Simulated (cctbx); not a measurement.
## Symmetry from intensities

Cell: a = 7.1030 Å, b = 9.5120 Å, c = 6.4790 Å, α = 90.00°, β = 90.00°, γ = 90.00°. Expected content of the cell: Y12 Be4.

Simulated single-crystal data (cctbx): Ga Kα, λ = 1.3414 Å, to d = 0.8 Å, 70 % of the full sphere, strongest reflection 20000 counts, noise from counting, a 1.5 % proportional error and a noise floor of 8 counts (s.d.); no absorption, some extinction.

A first pass over the reflections prints:

```text
2493 reflections to d = 0.802 A
centring   violations  <I/sigma> of those
    A        948 of  1259     19.2
    B        956 of  1249     19.0
    C        968 of  1236     19.5
    I        951 of  1244     19.7
    R       1287 of  1642     19.7
    F       1436 of  1872     19.3
Laue class    unique    Rint  (classes that these axes allow; Friedel mates merged)
P -1             1611   0.016
P 1 2/m 1         923   0.019
P 1 1 2/m         940   0.020
P 2/m 1 1         943   0.019
P m m m           547   0.021
space group    extra absences  I>4sigma  <I/sigma>
P 2 2 2                 0          0         -  acentric
P 2 2 21                5          0      -0.3  acentric
P 21 2 2                7          0      -0.6  acentric
P 2 21 2                5          0       0.4  acentric
P 21 21 2              12          0      -0.2  acentric
P 2 21 21              10          0       0.0  acentric
P 21 2 21              12          0      -0.5  acentric
P 21 21 21             17          0      -0.2  acentric
P m m 2                 0          0         -  acentric
P 2 m m                 0          0         -  acentric
P m 2 m                 0          0         -  acentric
P 21 m a              111          0      -0.1  acentric
P m 2 a               111          0      -0.1  acentric
P n m 21              109          0      -0.0  acentric
P n 21 m              109          0      -0.0  acentric
P n 21 a              220          0      -0.1  acentric
P m m m                 0          0         -  centric
P m m a               111          0      -0.1  centric
P n m m :1            109          0      -0.0  centric
P n m m :2            109          0      -0.0  centric
P n m a               220          0      -0.1  centric
Wilson B = 0.22 A^2   <|E^2-1|> = 0.873 (0.968 centric, 0.736 acentric)   E^2>4: 3.1 %
shell (A)         n   <I/sigma>
 9.51 - 1.60     81     36.6
 1.60 - 1.27     75     37.6
 1.27 - 1.11     70     46.6
 1.11 - 1.01     65     36.3
 1.01 - 0.94     70     28.7
 0.94 - 0.88     62     36.8
 0.88 - 0.84     67     36.4
 0.84 - 0.80     57     36.3
```

Q: Read the symmetry from these tables.

Every centring test has many violations, so the lattice is primitive.

Rint stays low (0.016 to 0.021) up to P m m m, the highest class in these axes.

21 settings pass the absence test. The most absences obeyed, 220, belong to P n 21 a and P n m a, which absences can't tell apart.

⟨|E²−1|⟩ = 0.873 lies between the two ideal values. The Wilson B of 0.22 Å² means U ≈ 0.0028 Å².

The true group is Pnma (no. 62), Laue class mmm, centrosymmetric. The tables only narrow the choice to the tied entries; cell content, site symmetry and trial solutions must settle it.

The model is made up (kin elements in a known structure type, no relaxation), so it says nothing on whether the phase exists.

[Logs are printed without paths, hosts, clocks, repeated set-up lines and the standing remarks that a program may print on its own settings, such as how far it seeks lower states.]
